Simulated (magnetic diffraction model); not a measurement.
# DyNi2C2: what an assumed order does to the neutron pattern

Space group C2/c (no. 15), a = 8.6280 Å, b = 5.4590 Å, c = 7.0880 Å, β = 126.55°.

| site | atom | x | y | z |
| --- | --- | --- | --- | --- |
| 4e | Dy | 0 | 0.8663 | 3/4 |
| 8f | Ni | 0.6205 | 0.9150 | 0.6922 |
| 8f | C | 0.1714 | 0.6623 | 0.5289 |

The compound is invented for this exercise: a known structure type with other elements, its cell scaled to their sizes and not relaxed.

Only Dy is taken to order (form factors of Dy3+); orders and moment sizes are assumed, and not adapted to the symmetry. Radiation: neutrons of λ = 2.567 Å (absorption by Dy left out), 8° to 70°; isotropic B of 0.1 Å² (Dy), 0.14 Å² (Ni) and 0.22 Å² (C). The intensities are simulated: I ∝ L Σ (|F_N|² + |F_M⊥|²) for unpolarised neutrons, with F_M = 2.695 fm/μB × Σ f(s) S exp(2πi Q·r) exp(−B s²) at Q = H ± k (one set where k and −k are equivalent), only the part normal to Q counting and L = 1/(sin²θ cos θ). For collinear order S is the moment m, which repeats by lattice and centring translations R with the sign exp(−2πi k·R). Form factors are spin-only for 3d ions and dipole or tabulated for f ions, scattering lengths are Sears's of 1992, and absorption is left out. A label names one of the reflections at its angle. The strongest nuclear line in the range is 100, and lines under 0.2 are left out.

Assume the order k = (0 0 1/2), collinear moments along [101], 3.7 μB on Dy; signs + at (0, 0.8663, 3/4), + at (1/2, 0.6337, 1/4).

Q: Where does magnetic intensity appear, and how strong is it?

```
2θ (°)       index  nuclear  magnetic
 12.94   (0 0 1/2)      0.0      17.1
 32.31  (-1 1 1/2)      0.0      12.7
 34.83     (1 1 0)      6.6       0.0
 36.90  (2 0 -1/2)      0.0       1.5
 37.31  (2 0 -3/2)      0.0       4.8
 39.52   (0 0 3/2)      0.0       1.7
 41.78   (1 1 1/2)      0.0       3.6
 42.15  (1 1 -3/2)      0.0       7.6
 43.48     (2 0 0)     10.7       0.0
 44.20    (2 0 -2)      4.4       0.0
 51.70     (1 1 1)     25.5       0.0
 52.18    (1 1 -2)     30.2       0.0
 53.59     (0 0 2)     25.6       0.0
 54.01  (2 0 -5/2)      0.0       2.3
 56.10     (0 2 0)      0.3       0.0
 57.84   (0 2 1/2)      0.0       4.0
 60.59  (3 1 -3/2)      0.0       2.7
 62.04    (3 1 -1)     44.0       0.0
 62.46    (3 1 -2)     49.8       0.0
 62.86     (0 2 1)    100.0       0.0
 63.70  (1 -1 3/2)      0.0       1.0
 64.26  (-1 1 5/2)      0.0       2.5
 66.67  (-3 1 1/2)      0.0       1.1
 67.49  (-3 1 5/2)      0.0       2.9
 67.62    (2 2 -1)     44.8       0.0
 68.60   (0 0 5/2)      0.0       0.6
 69.06  (2 2 -1/2)      0.0       2.2
 69.32  (2 2 -3/2)      0.0       2.8
```

The strongest magnetic line in the range is (0 0 1/2) at 12.94° (17.1). On top of the Lorentz factor, which all lines share, magnetic lines fade with angle because f falls: for Dy3+ it is 0.96, 0.84, 0.69 and 0.41 at sin θ/λ = 0.1, 0.2, 0.3 and 0.5 Å⁻¹, while nuclear lengths stay constant. The order has no net moment.

[Logs are printed without paths, hosts, clocks, repeated set-up lines and the standing remarks that a program may print on its own settings, such as how far it seeks lower states.]
